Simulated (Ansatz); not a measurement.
# Direct or indirect: PbS (Fm-3m)

```
CELL_PARAMETERS angstrom
0.00000 2.96575 2.96575
2.96575 0.00000 2.96575
2.96575 2.96575 0.00000
ATOMIC_POSITIONS crystal
Pb 0.00000 0.00000 0.00000
S 0.50000 0.50000 0.50000
```

Method: Ansatz, PBE, independent particles, without spin-orbit coupling, line width 0.15 eV (Gaussian). The band structure gives a fundamental gap of 0.36 eV. The spectrum of vertical transitions near the edge:

```
E (eV)  Im ε, E ∥ xyz
  0.00           0.00
  0.12           0.01
  0.24           0.14
  0.36           0.59
  0.48           1.17
  0.60           1.55
  0.72           1.85
  0.84           2.20
  0.96           2.61
  1.08           3.10
  1.20           3.67
  1.32           4.33
  1.44           5.10
  1.56           6.06
  1.68           7.36
  1.80           8.86
```

**Question.** Is the gap direct or indirect, and about where do vertical transitions set in?

**Answer.** Direct: the band path has its least direct gap at the fundamental one, 0.36 eV, and the curves rise from there. Lines are broadened by 0.15 eV, which spreads the edge.

[Logs are printed without paths, hosts, clocks, repeated set-up lines and the standing remarks that a program may print on its own settings, such as how far it seeks lower states.]
